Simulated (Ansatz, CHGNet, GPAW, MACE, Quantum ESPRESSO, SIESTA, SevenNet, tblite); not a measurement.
# Which run comes nearest? KH6C3NO5 (P2_1/c) (64 atoms)

The cell holds 64 atoms: 4 K, 24 H, 12 C, 4 N and 20 O. Cell: a = 7.457 Å, b = 13.002 Å, c = 6.816 Å, α = 90.0°, β = 105.4°, γ = 90.0°. It derives from KH6C3NO5 (P2_1/c), repeated 1×1×1. KH6C3NO5, space group P2_1/c, structure from the Crystallography Open Database, 1 x 1 x 1 conventional cells; every coordinate displaced by a Gaussian of 0.01 Å; bonds to H set to neutron lengths (C-H 1.089, N-H 1.015, O-H 0.983, B-H 1.19 Å) where the listed ones are shorter. Then every atom was moved at random, 0.05 Å r.m.s. a Cartesian component (hydrogen 0.6 of that).

Geometry: as built.

The reference, a calculation:

```
method                                           : Kohn-Sham DFT, PBE, PAW, plane waves (Ansatz 0.2.0); cutoff 420 eV, Γ point, fermi-dirac smearing of 0.05 eV; PAW set soft_2
r.m.s. force component                           : 1.996 eV/Å
longest force                                    : 9.624 eV/Å
pressure                                         : 1.782 GPa
gap (highest filled to lowest empty level) : 3.546 eV
SCF cycles                                       : 10
time                                             : 3.9 s on 4 threads of Arm Neoverse V2, shared host
CPU time                                         : 14 s
```

**Question.** The same geometry is run in other programs. How far does each lie from the reference, and what does it cost?
- GPAW revPBE, LCAO dzp, h 0.18 Å (GPAW 26.7.0; 1 thread)
- SIESTA PBE, DZP, shift 0.01 Ry, mesh 500 Ry (SIESTA 5.4.2; 2 MPI ranks)
- GPAW PBE, LCAO dzp, h 0.18 Å (GPAW 26.7.0; 1 thread)
- QE PBE, sssp-1.3.0-efficiency, 60/480 Ry (Quantum ESPRESSO 7.5; 2 MPI ranks)
- SevenNet 0 potential (SevenNet 0; 1 thread)
- SIESTA PBE, DZP, shift 0.002 Ry, mesh 500 Ry (SIESTA 5.4.2; 2 MPI ranks)
- CHGNet 0.3.0 potential (CHGNet 0.3.0; 1 thread)
- SIESTA PBE, TZP, shift 0.01 Ry, mesh 500 Ry (SIESTA 5.4.2; 2 MPI ranks)
- tblite GFN1-xTB (tblite 0.8.0; 1 thread)
- GPAW PBE, LCAO sz(dzp), h 0.18 Å (GPAW 26.7.0; 1 thread)

Differences are against the plane-wave reference, forces as r.m.s. over components; share is that over the reference's r.m.s. force, slope the least-squares factor from reference forces to these. Total energies of different programs have different zeros and aren't compared.

```
                                         run  Δ force, r.m.s. (meV/Å)  share (%)  slope  Δ pressure (GPa)  Δ gap (eV)  cores  CPU time  memory (GiB)
                                   reference                        -          -      -                 -           -      4      14 s          0.73
             GPAW revPBE, LCAO dzp, h 0.18 Å                      472       23.6  1.075                 -      0.0704      1      90 s          0.83
 SIESTA PBE, DZP, shift 0.01 Ry, mesh 500 Ry                      336       16.8  1.062              1.77      0.0226      2   2.5 min           1.3
                GPAW PBE, LCAO dzp, h 0.18 Å                      467       23.4  1.074                 -      0.0251      1      89 s          0.83
    QE PBE, sssp-1.3.0-efficiency, 60/480 Ry                     49.3       2.47  1.008           -0.0822      0.0012      2   2.5 min           1.6
                        SevenNet 0 potential                      260       13.0  0.995            -0.338           -      1     7.4 s          0.91
SIESTA PBE, DZP, shift 0.002 Ry, mesh 500 Ry                      432       21.7  1.072              3.40      9.0e-4      2   5.4 min           1.8
                      CHGNet 0.3.0 potential                      454       22.7  0.892             0.609           -      1     3.5 s           1.4
 SIESTA PBE, TZP, shift 0.01 Ry, mesh 500 Ry                      308       15.4  1.051              1.42      0.0132      2   3.2 min           1.4
                             tblite GFN1-xTB                      455       22.8  0.978             -4.84           -      1     2.1 s          0.12
   GPAW PBE, LCAO sz(dzp), h 0.18 Å (coarse)                     2802        140  1.265                 -      -0.498      1      34 s          0.64
```

Rows marked coarse were listed beforehand as settings not expected to be converged; some can still land near the reference.

Times of the machine-learned potentials are mostly Python's start and the loading of weights.

CPU time is summed over cores on a shared host, where runs went side by side, so it is rough. Symmetry, cutoffs, thresholds, outputs and thread counts weren't matched or tuned between programs; memory under MPI is the largest rank's times the ranks.

PBE on plane waves or a grid with other potentials, cutoffs or grids, coarse settings apart, differs from the reference by 2.5 % (QE PBE, sssp-1.3.0-efficiency, 60/480 Ry) of the r.m.s. force; this holds the reference's own error, so differences of a few per cent don't tell which side is nearer the exact PBE result (QE's 60 Ry are 816 eV, against the reference's 420 eV). The PBE runs in local orbitals, coarse settings apart, differ by 15 % (SIESTA PBE, TZP, shift 0.01 Ry, mesh 500 Ry) to 23 % (GPAW PBE, LCAO dzp, h 0.18 Å); basis, grid and potentials can all enter. Tight binding differs by 23 % (tblite GFN1-xTB); it is another model, with fitted parameters of its own, and the xTB methods hold dispersion. Machine-learned potentials differ by 13 % (SevenNet 0 potential) to 23 % (CHGNet 0.3.0 potential); they were trained on other programs' data. Periodic xTB results under one method name differ between programs and library versions. With short bonds to hydrogen, sets of potentials differ among themselves by several per cent in forces even at converged cutoffs, so the reference isn't exact here either. Machine-learned potentials mimic data converged in k, so the reference's own k-point error enters their differences. The published positions, changed by the recipe (random displacements or longer bonds to H), lie far from the minimum at this level of theory. The electronic-structure runs sample only Γ, in a cell whose shortest periodic width is 7 Å.

[Logs are printed without paths, hosts, clocks, repeated set-up lines and the standing remarks that a program may print on its own settings, such as how far it seeks lower states.]

[Hosts, paths, dates, database ids (printed as entryN), source tags and the programs' standing remarks are cut or masked in the printed files.]
